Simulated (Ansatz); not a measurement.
## Sc (P6_3/mmc, 2 atoms in the cell) under uniaxial strain along c

Aim: how do the optical modes of Sc (P6_3/mmc, 2 atoms in the cell) shift and split under this strain?

Method: DFT LDA, scalar-relativistic, plane waves, PAW; PAW set soft_1, in Ansatz 0.2.0.

### 1. Set-up

The structure is hexagonal, space group P6_3/mmc (No. 194). Conventional cell: a = 3.309 Å, b = 3.309 Å, c = 5.273 Å, α = 90.00°, β = 90.00°, γ = 120.00°. Sc has 12 Sc at 3.26 to 3.31 Å nearest.

### 2. Relaxation

Harmonic phonons are second derivatives at a point where the forces vanish, and they are wanted at zero stress, so atoms and cell are relaxed first.

File input.yaml:

```yaml
crystal:
  lattice:
    - [3.309, 0.0, 0.0]
    - [-1.6545, 2.8656780611, 0.0]
    - [0.0, 0.0, 5.2733]
  atoms:
    - { symbol: Sc, position: [0.33333333, 0.66666667, 0.25] }
    - { symbol: Sc, position: [0.66666667, 0.33333333, 0.75] }
kpoints:
  mp_grid: { grid: [15, 15, 8] }
hamiltonian:
  xc: lda
  pseudopotentials: { kind: paw, azcp: { folder: soft_1 }, xc_functional: pbe }
scf:
  occupations: { method: gaussian, width: 0.1 }
output:
  forces: true
  stress: true
  eigenvalues: true
relax:
  adjacent_minimum: "off"
  f_tol: 0.005
  max_steps: 80
  cell: { stress_tol: 0.05 }
```

Launch:

```console
$ ansatz run input.yaml --threads 4 --pin off --max-ram 10240MiB --backend cpu --events-out ev --progress --plain --runs-dir out
```

Numbers of over 12 decimals in the logs are rounded to 6 here.

The log of the run:

```text
Engine: ansatz 0.2.0, x86_64-unknown-linux-gnu
Pseudopotentials: kind: paw
Pseudopotential: Sc, paw, valence charge 11, recommended cutoff 420 eV (normal), soft_1/Sc.paw.azcp
Functional definition: SPW92
  exchange = slater_x
  correlation = pw_c
Crystal: 2 atoms, lattice volume = 50.004 Å³
Basis set: ecut = 420 eV, 989 PW (Γ)
Bands: 15, of which v1, the nominal top of the filled ones, is band 11 counted from 1 (10 counted from 0)
Symmetry: 24 space group operations
Space group: P63/mmc (ITA 194), of the structure as read, at distance tolerance 3.7e-5 Å
k-points: 135 of 1800
Non-local potential: Sc, projectors of the file, l = 0: 3, l = 1: 2, l = 2: 3, l = 3: 1
PAW form: soft (Blöchl's): semilocal exchange-correlation on the pseudo side does not see the compensation charge
PAW frozen core: Sc, regenerated for the run's functional, and the local potential with it (the file was generated under x = pbe(κ = 0.804, μ = 0.219515), c = pbe(β = 0.066725))
PAW one-centre angular grid: Sc, 590 points (default); XC on 64 Gauss nodes
Initial density: superposition of atomic densities (chi_scale 0.1, normalization cell)
Initial wavefunctions: pseudopotential atomic-orbital guess
Functional: x = slater, c = lda
SCF iter   1: F=—  HF=-4178.073295 eV  |F-HF|=—  |Δ(HF+E_count)|=         —  Δρ=2.39e-2  dr2=3.69e-1  ethr=3.10e-3  ⟨swp⟩=3.1  Hψ=7799  notcnv=0
preconditioner: auto → none  [metal: Δε(μ)=0.014 eV  Ē_g=2.587 eV  σ=0.100 eV  W_gap=0.08  n_scr=8 (ndim 8)  ℏωp=12.9 eV  f_vac=0.000  D(μ)=4.39/eV (n_scr^D=54)  sad-step TF]
SCF iter   2: F=—  HF=-4177.983637 eV  |F-HF|=—  |Δ(HF+E_count)|=   8.97e-2  Δρ=1.33e-2  dr2=1.27e-1  ethr=1.68e-3  ⟨swp⟩=2.0  Hψ=3576  notcnv=0  defer=10
SCF iter   3: F=—  HF=-4177.940897 eV  |F-HF|=—  |Δ(HF+E_count)|=   4.27e-2  Δρ=8.75e-4  dr2=2.49e-4  ethr=5.75e-4  ⟨swp⟩=3.0  Hψ=3758  notcnv=0  defer=10
SCF iter   4: F=—  HF=-4177.941144 eV  |F-HF|=—  |Δ(HF+E_count)|=   2.48e-4  Δρ=6.45e-5  dr2=1.15e-6  ethr=1.13e-6  ⟨swp⟩=2.5  Hψ=3450  notcnv=0  defer=10
SCF iter   5: F=—  HF=-4177.941146 eV  |F-HF|=—  |Δ(HF+E_count)|=   2.04e-6  Δρ=1.33e-5  dr2=7.40e-8  ethr=5.22e-9  ⟨swp⟩=1.9  Hψ=2527  notcnv=0  defer=10
SCF iter   6: F=-4177.941146 eV  HF=-4177.941146 eV  |F-HF|=2.27e-10  |Δ(HF+E_count)|=   2.68e-8  Δρ=1.09e-6  dr2=5.45e-10  ethr=3.36e-10  ⟨swp⟩=2.3  Hψ=7531  notcnv=0
SCF 1 converged in 6 iterations: F = -4177.941146 eV  dr2 = 5.45e-10
  greatest PAW one-centre occupation: 0.998 electrons in one spin orbital (limit 2), on the Sc atom at site 1 (counted from 0), in its partial waves of l = 0
relax step   1: F+E_penalty+E_count = -4177.94114635 eV  Δ(F+E_penalty+E_count) = +0.000e0 eV  max|allowed force component| = 7.864e-17 eV/Å  Δτ_max = 0.0000 Å  P = -5.350 GPa  Ω = 50.004 Å³  (6 SCF iters, dr2 threshold 1.00e-7 eV, accepted)
Crystal: 2 atoms, lattice volume = 44.662 Å³
Basis set: ecut = 420 eV, 881 PW (Γ)
Initial density: handed on by an earlier stage of this run
Initial wavefunctions: those handed on with the density
iter 1 solved again at ethr=4.42e-6 eV; its pass at ethr=3.10e-3 eV (dr2=9.72e-4 eV) is discarded
SCF iter   1: F=—  HF=-4178.036123 eV  |F-HF|=—  |Δ(HF+E_count)|=         —  Δρ=1.63e-3  dr2=9.91e-4  ethr=4.42e-6  ⟨swp⟩=2.3  Hψ=14575  notcnv=0
preconditioner: auto → none  [metal: Δε(μ)=0.023 eV  Ē_g=2.606 eV  σ=0.100 eV  W_gap=0.13  n_scr=8 (ndim 8)  ℏωp=13.6 eV  f_vac=0.000  D(μ)=3.50/eV (n_scr^D=36)]
SCF iter   2: F=—  HF=-4178.035775 eV  |F-HF|=—  |Δ(HF+E_count)|=   3.48e-4  Δρ=5.79e-4  dr2=7.26e-5  ethr=4.42e-6  ⟨swp⟩=2.9  Hψ=3548  notcnv=0
SCF iter   3: F=—  HF=-4178.035758 eV  |F-HF|=—  |Δ(HF+E_count)|=   1.70e-5  Δρ=1.48e-4  dr2=4.03e-6  ethr=3.30e-7  ⟨swp⟩=1.9  Hψ=2363  notcnv=0
iter 4 did not close the SCF: its close was put off for the readings that it lacked (scf_convergence_deferred on its scf_iter line)
SCF iter   4: F=-4178.035760 eV  HF=-4178.035760 eV  |F-HF|=1.57e-8  |Δ(HF+E_count)|=   2.52e-6  Δρ=1.51e-5  dr2=8.52e-8  ethr=1.83e-8  ⟨swp⟩=2.0  Hψ=2387  notcnv=0
iter 5 did not close the SCF: its close was put off for the readings that it lacked (scf_convergence_deferred on its scf_iter line)
SCF iter   5: F=-4178.035760 eV  HF=-4178.035760 eV  |F-HF|=3.77e-10  |Δ(HF+E_count)|=   3.05e-8  Δρ=1.63e-6  dr2=9.25e-10  ethr=3.87e-10  ⟨swp⟩=2.0  Hψ=2421  notcnv=0
SCF iter   6: F=-4178.035760 eV  HF=-4178.035760 eV  |F-HF|=8.19e-12  |Δ(HF+E_count)|=  1.92e-10  Δρ=1.68e-7  dr2=6.92e-12  ethr=4.21e-12  ⟨swp⟩=1.0  Hψ=6136  notcnv=0
SCF 2 converged in 6 iterations: F = -4178.035760 eV  dr2 = 6.92e-12
relax step   2: F+E_penalty+E_count = -4178.03576012 eV  Δ(F+E_penalty+E_count) = -9.461e-2 eV  max|allowed force component| = 1.943e-16 eV/Å  Δτ_max = 0.0000 Å  P = +0.544 GPa  Ω = 44.662 Å³  energy of the carried Pulay correction = +3.095e-4 eV  (6 SCF iters, dr2 threshold 2.00e-7 eV, accepted)
Crystal: 2 atoms, lattice volume = 45.041 Å³
iter 1 solved again at ethr=1.53e-7 eV; its pass at ethr=3.10e-3 eV (dr2=3.36e-5 eV) is discarded
SCF iter   1: F=—  HF=-4178.037740 eV  |F-HF|=—  |Δ(HF+E_count)|=         —  Δρ=2.99e-4  dr2=3.26e-5  ethr=1.53e-7  ⟨swp⟩=2.0  Hψ=14499  notcnv=0
preconditioner: auto → none  [metal: Δε(μ)=0.009 eV  Ē_g=2.585 eV  σ=0.100 eV  W_gap=0.05  n_scr=8 (ndim 8)  ℏωp=13.6 eV  f_vac=0.000  D(μ)=3.47/eV (n_scr^D=34)]
SCF iter   2: F=—  HF=-4178.037733 eV  |F-HF|=—  |Δ(HF+E_count)|=   6.75e-6  Δρ=1.23e-4  dr2=4.04e-6  ethr=1.48e-7  ⟨swp⟩=1.9  Hψ=2271  notcnv=0
iter 3 did not close the SCF: its close was put off for the readings that it lacked (scf_convergence_deferred on its scf_iter line)
SCF iter   3: F=-4178.037733 eV  HF=-4178.037733 eV  |F-HF|=2.65e-8  |Δ(HF+E_count)|=  8.73e-11  Δρ=2.42e-5  dr2=1.33e-7  ethr=1.84e-8  ⟨swp⟩=1.8  Hψ=2235  notcnv=0
iter 4 did not close the SCF: its close was put off for the readings that it lacked (scf_convergence_deferred on its scf_iter line)
SCF iter   4: F=-4178.037733 eV  HF=-4178.037733 eV  |F-HF|=1.88e-9  |Δ(HF+E_count)|=   3.48e-8  Δρ=3.69e-6  dr2=5.00e-9  ethr=6.04e-10  ⟨swp⟩=2.0  Hψ=2528  notcnv=0
iter 5 did not close the SCF: its close was put off for the readings that it lacked (scf_convergence_deferred on its scf_iter line)
SCF iter   5: F=-4178.037733 eV  HF=-4178.037733 eV  |F-HF|=1.00e-11  |Δ(HF+E_count)|=  4.42e-10  Δρ=2.10e-7  dr2=1.29e-11  ethr=2.27e-11  ⟨swp⟩=2.8  Hψ=3607  notcnv=0
SCF iter   6: F=-4178.037733 eV  HF=-4178.037733 eV  |F-HF|=9.09e-13  |Δ(HF+E_count)|=  7.28e-12  Δρ=3.49e-8  dr2=2.38e-13  ethr=1.00e-12  ⟨swp⟩=1.0  Hψ=4616  notcnv=0
SCF 3 converged in 6 iterations: F = -4178.037733 eV  dr2 = 2.38e-13
relax step   3: F+E_penalty+E_count = -4178.03773315 eV  Δ(F+E_penalty+E_count) = -1.973e-3 eV  max|allowed force component| = 2.498e-16 eV/Å  Δτ_max = 0.0000 Å  P = -0.007 GPa  Ω = 45.041 Å³  energy of the carried Pulay correction = +2.864e-4 eV  (6 SCF iters, dr2 threshold 2.00e-7 eV, accepted)
[...]
relax step   4: F+E_penalty+E_count = -4178.03779990 eV  Δ(F+E_penalty+E_count) = -6.674e-5 eV  max|allowed force component| = 1.480e-16 eV/Å  Δτ_max = 0.0000 Å  P = +0.008 GPa  Ω = 45.025 Å³  energy of the carried Pulay correction = +2.874e-4 eV  (7 SCF iters, dr2 threshold 7.01e-8 eV, accepted)
Initial wavefunctions: pseudopotential atomic-orbital guess (no wavefunctions were taken with the density)
iter 1 solved again at ethr=6.97e-10 eV; its pass at ethr=3.10e-3 eV (dr2=1.53e-7 eV) is discarded
SCF iter   1: F=—  HF=-4178.037580 eV  |F-HF|=—  |Δ(HF+E_count)|=         —  Δρ=6.15e-5  dr2=2.17e-7  ethr=6.97e-10  ⟨swp⟩=3.0  Hψ=14189  notcnv=0
preconditioner: auto → none  [metal: Δε(μ)=0.011 eV  Ē_g=2.587 eV  σ=0.100 eV  W_gap=0.06  n_scr=8 (ndim 8)  ℏωp=13.6 eV  f_vac=0.000  D(μ)=3.45/eV (n_scr^D=34)]
SCF iter   2: F=—  HF=-4178.037580 eV  |F-HF|=—  |Δ(HF+E_count)|=   5.19e-8  Δρ=3.03e-5  dr2=5.31e-8  ethr=6.97e-10  ⟨swp⟩=2.0  Hψ=3423  notcnv=0
SCF iter   3: F=—  HF=-4178.037580 eV  |F-HF|=—  |Δ(HF+E_count)|=   2.64e-8  Δρ=2.14e-6  dr2=1.26e-9  ethr=2.41e-10  ⟨swp⟩=1.4  Hψ=2216  notcnv=0
iter 4 did not close the SCF: its close was put off for the readings that it lacked (scf_convergence_deferred on its scf_iter line)
SCF iter   4: F=-4178.037580 eV  HF=-4178.037580 eV  |F-HF|=9.09e-13  |Δ(HF+E_count)|=  3.80e-10  Δρ=3.61e-7  dr2=1.67e-11  ethr=5.73e-12  ⟨swp⟩=2.2  Hψ=3313  notcnv=0
iter 5 did not close the SCF: its close was put off for the readings that it lacked (scf_convergence_deferred on its scf_iter line)
SCF iter   5: F=-4178.037580 eV  HF=-4178.037580 eV  |F-HF|=0.00e0  |Δ(HF+E_count)|=  9.09e-13  Δρ=1.86e-8  dr2=6.19e-14  ethr=1.00e-12  ⟨swp⟩=1.0  Hψ=2025  notcnv=0
iter 6 did not close the SCF: its close was put off for the readings that it lacked (scf_convergence_deferred on its scf_iter line)
SCF iter   6: F=-4178.037580 eV  HF=-4178.037580 eV  |F-HF|=9.09e-13  |Δ(HF+E_count)|=  9.09e-13  Δρ=2.18e-9  dr2=7.00e-16  ethr=1.00e-12  ⟨swp⟩=1.0  Hψ=2025  notcnv=0
iter 7 did not close the SCF: its close was put off for the readings that it lacked (scf_convergence_deferred on its scf_iter line)
SCF iter   7: F=-4178.037580 eV  HF=-4178.037580 eV  |F-HF|=0.00e0  |Δ(HF+E_count)|=  9.09e-13  Δρ=3.62e-10  dr2=2.83e-17  ethr=1.00e-12  ⟨swp⟩=1.0  Hψ=2025  notcnv=0
SCF iter   8: F=-4178.037580 eV  HF=-4178.037580 eV  |F-HF|=0.00e0  |Δ(HF+E_count)|=  9.09e-13  Δρ=1.80e-11  dr2=1.05e-19  ethr=1.00e-12  ⟨swp⟩=1.0  Hψ=4590  notcnv=0
SCF 5 converged in 8 iterations: F = -4178.037580 eV  dr2 = 1.05e-19
relax step   5: F+E_penalty+E_count = -4178.03758029 eV  Δ(F+E_penalty+E_count) = +2.196e-4 eV  max|allowed force component| = 1.573e-16 eV/Å  Δτ_max = 0.0000 Å  P = +0.005 GPa  Ω = 45.025 Å³  stress off target by 8.80e-3 GPa  SCF on the basis re-selected at this cell (its energy is not comparable with the rows above)  (8 SCF iters)
basis re-selected at this cell: Δ(F+E_penalty+E_count) = +2.196e-4 eV, ΔP = -0.003 GPa vs the last step (what re-selecting the basis moved, of the pressure what is left beyond the Pulay correction that the steps carried, after the strain that the cell walked since its last selection, with what the two solves' SCF thresholds leave and, on support functions, any second-order correction that the steps lacked; it is no m [...]
SCF converged after 8 iterations
Free energy (F): -4178.037580 eV
Harris-Foulkes:  -4178.037580 eV  (|F-HF|=0.00e0)
Internal energy: -4178.020321 eV  (E = F + TS)
E sigma→0 (E₀):  -4178.028951 eV
Entropy (-TS):   -0.017259 eV (-8.630 meV/atom)
Fermi energy:    9.895877 eV
--- Per-component energies (eV) ---
  E_band       = -315.106973
  E_kinetic    = 415.786248
  E_local      = -1627.168068  (includes V_loc(G=0)·N_el)
  E_nonlocal   = 293.527015
  E_hartree    = 580.290794
  E_xc         = -169.607710
  E_vxc        = -209.772665  (∫ρ·V_xc dr)
  E_paw        = -1890.061943  (= ΣΔE_a)
  E_vpaw       = -348.061149  (= ΣTr[D̂ρ^β])
  E_aug_tail   = 0.000059  (compensation charges beyond the density's cutoff)
  E_ewald      = -1781.396560
  E_core_change = 0.609846  (= ΣΔE_core)
  E_smearing   = -0.017259  (= −TS)
  E_closure    = 0.000000  (closes the sum)
  Σ components = -4178.037580   (vs F -4178.037580, Δ=0.00e0)
--- Forces (eV/Å), atoms counted from 1 ---
  atom   1  Sc     0.00000000    -0.00000000     0.00000000
  atom   2  Sc    -0.00000000     0.00000000     0.00000000
  max |Σ_I F_I| component: 1.85e-17 eV/Å
--- Stress (GPa, compression-positive) ---
        0.002850      -0.000000       0.000000
       -0.000000       0.002850       0.000000
        0.000000       0.000000       0.008799
  P = ⅓ Tr σ = 0.0048 GPa (0.048 kbar)
--- Band table (eV; the first three rows and the last of 135) ---
  k-point 0: bands = [... 7 lower, -17.3779, 4.6727, 8.1430, 10.9004, 11.5331, 11.5331, 11.8946, 12.0555]
  k-point 1: bands = [... 7 lower, -17.4025, 4.7896, 8.0354, 10.7907, 11.4642, 11.4642, 11.8143, 11.9762]
  k-point 2: bands = [... 7 lower, -17.4359, 5.1307, 7.6715, 10.6480, 11.3702, 11.3702, 11.5905, 11.7885]
  k-point 134: bands = [... 7 lower, -17.4776, 9.4537, 9.4537, 9.7056, 9.7056, 10.2678, 10.2678, 12.4525]
--- Relaxed structure (4 steps of the walk, 4 accepted, 1 SCFs on fresh bases) ---
  F+E_penalty+E_count = -4178.03758029 eV   max|allowed force component| = 1.573e-16 eV/Å   (the final SCF, on the basis selected at the relaxed cell)
  cell:  # Å, volume = 45.0246 Å³
    - [3.229594, 0.0, 0.0]
    - [-1.614797, 2.796911, 0.0]
    - [0.0, 0.0, 4.984519]
  atoms:
    - { symbol: Sc, position: [0.333333, 0.666667, 0.25] }
    - { symbol: Sc, position: [0.666667, 0.333333, 0.75] }
```

It took 32 s on 4 threads of Intel Xeon at 2.50GHz (Skylake/Cascade Lake), shared host; peak memory 0.43 GiB; 58 s of CPU time.

Step by step:

```tsv
step	energy less that of the first step (eV)	largest force component (eV/Å)	pressure (GPa)	volume (Å³)
1	0.0000	0.0000	-5.35	50.00
2	-0.0946	0.0000	0.54	44.66
3	-0.0966	0.0000	-0.01	45.04
4	-0.0967	0.0000	0.01	45.02
5*	-0.0964	0.0000	0.00	45.02
```

Relaxation steps marked * repeat the geometry before them on a plane-wave basis chosen anew for their cell, so energy and pressure can jump there.

The run keeps the 24 symmetry operations that it works with, so distortions that break them were not tested.

```tsv
conventional cell, symmetrised	before	after	change
a (Å)	3.309	3.230	-2.4 %
b (Å)	3.309	3.230	-2.4 %
c (Å)	5.273	4.985	-5.5 %
volume (Å³/atom)	25.00	22.51	-10.0 %
```

The relaxed structure:

```
Sc
1.0
     3.22959    0.00000    0.00000
    -1.61480    2.79691    0.00000
     0.00000    0.00000    4.98452
Sc
2
Direct
  0.33333 0.66667 0.25000
  0.66667 0.33333 0.75000
```

This step gave:

| Quantity | Value |
| --- | --- |
| pressure | 0.004833 GPa |
| volume per atom | 22.51 Å³ |
| gap on the k-mesh | 0 eV |

In this step the volume went from 25.00 to 22.51 Å³/atom.

### 3. Relaxation

The relaxation is repeated from its end on the same settings, as a check that it has come to rest.

input.yaml, the sections that differ from step 2:

```yaml
crystal:
  lattice:
    - [3.2295941641, 0.0, 0.0]
    - [-1.6147970821, 2.7969105901, 0.0]
    - [0.0, 0.0, 4.9845188724]
  atoms:
    - { symbol: Sc, position: [0.3333333333, 0.6666666667, 0.25] }
    - { symbol: Sc, position: [0.6666666667, 0.3333333333, 0.75] }
output:
  forces: true
  stress: true
  eigenvalues: true
  write_density: true
  write_potential: true
  elf: true
  volumetric_format: npy
# kpoints, hamiltonian, scf, relax: as in step 2
```

The log of the run:

```text
[...]
Crystal: 2 atoms, lattice volume = 45.025 Å³
Basis set: ecut = 420 eV, 905 PW (Γ)
Bands: 15, of which v1, the nominal top of the filled ones, is band 11 counted from 1 (10 counted from 0)
Symmetry: 24 space group operations
[...]
k-points: 135 of 1800
[...]
k-point 134: bands = [... 7 lower, -17.4776, 9.4537, 9.4537, 9.7056, 9.7056, 10.2678, 10.2678, 12.4525]
--- Relaxed structure (1 steps of the walk, 1 accepted, 1 SCFs on fresh bases) ---
[...]
cell:  # Å, volume = 45.0246 Å³
    - [3.229594, 2.8867515297344792e-11, 0.0]
    - [-1.614797, 2.796911, 0.0]
    - [0.0, 0.0, 4.9845188724]
  atoms:
    - { symbol: Sc, position: [0.333333, 0.666667, 0.250000] }
    - { symbol: Sc, position: [0.666667, 0.333333, 0.75] }
[key lines of the parts left out:]
SCF converged after 7 iterations
Free energy (F): -4178.037580 eV
Fermi energy:    9.895877 eV
P = ⅓ Tr σ = 0.0048 GPa (0.048 kbar)
```

Run time: 13 s. Hardware: 4 threads; peak memory 0.42 GiB; 24 s of CPU time.

Little changed from the start: no atom moved by 0.005 Å and no cell edge by 0.1 %.

In this step the volume went from 22.51 to 22.51 Å³/atom.

### 4. Tight relaxation

Phonons need small forces and stress, so the relaxation is finished with tight tolerances on 15×15×8 k points.

input.yaml, the sections that differ from step 3:

```yaml
crystal:
  lattice:
    - [3.2295941641, 0.0, 0.0]
    - [-1.6147970821, 2.79691059, 0.0]
    - [0.0, 0.0, 4.9845188724]
  atoms:
    - { symbol: Sc, position: [0.3333333333, 0.6666666667, 0.25] }
    - { symbol: Sc, position: [0.6666666667, 0.3333333333, 0.75] }
scf:
  occupations: { method: methfessel_paxton, width: 0.2 }
output:
  forces: true
  stress: true
  eigenvalues: true
relax:
  adjacent_minimum: "off"
  f_tol: 0.001
  max_steps: 60
  cell: { stress_tol: 0.01 }
# kpoints, hamiltonian: as in step 3
```

The log of the run:

```text
[...]
Crystal: 2 atoms, lattice volume = 45.025 Å³
Basis set: ecut = 420 eV, 905 PW (Γ)
Bands: 15, of which v1, the nominal top of the filled ones, is band 11 counted from 1 (10 counted from 0)
Symmetry: 24 space group operations
[...]
k-points: 135 of 1800
[...]
k-point 134: bands = [... 7 lower, -17.4796, 9.4519, 9.4519, 9.7044, 9.7044, 10.2658, 10.2658, 12.4512]
--- Relaxed structure (2 steps of the walk, 2 accepted, 1 SCFs on fresh bases) ---
[...]
cell:  # Å, volume = 45.0279 Å³
    - [3.230449, 2.8875155126782395e-11, 0.0]
    - [-1.615224, 2.797651, 0.0]
    - [0.0, 0.0, 4.982245]
  atoms:
    - { symbol: Sc, position: [0.333333, 0.666667, 0.25] }
    - { symbol: Sc, position: [0.666667, 0.333333, 0.750000] }
[key lines of the parts left out:]
SCF converged after 4 iterations
Free energy (F): -4178.028237 eV
Fermi energy:    9.895562 eV
P = ⅓ Tr σ = -0.0040 GPa (-0.040 kbar)
```

Elapsed: 15 s, on 4 threads; peak memory 0.43 GiB.

Little changed from the start: no atom moved by 0.005 Å and no cell edge by 0.1 %.

Numbers from this step:

```
pressure : -0.004040 GPa
```

The forces vanish by symmetry and the pressure is -0.004 GPa, within the tolerances set. The cell now holds 22.51 Å³/atom.

(Part 1 of 2 ends here.)

[Logs are printed without paths, hosts, clocks, repeated set-up lines and the standing remarks that a program may print on its own settings, such as how far it seeks lower states.]

[Hosts, paths, dates, database ids (printed as entryN), source tags and the programs' standing remarks are cut or masked in the printed files.]
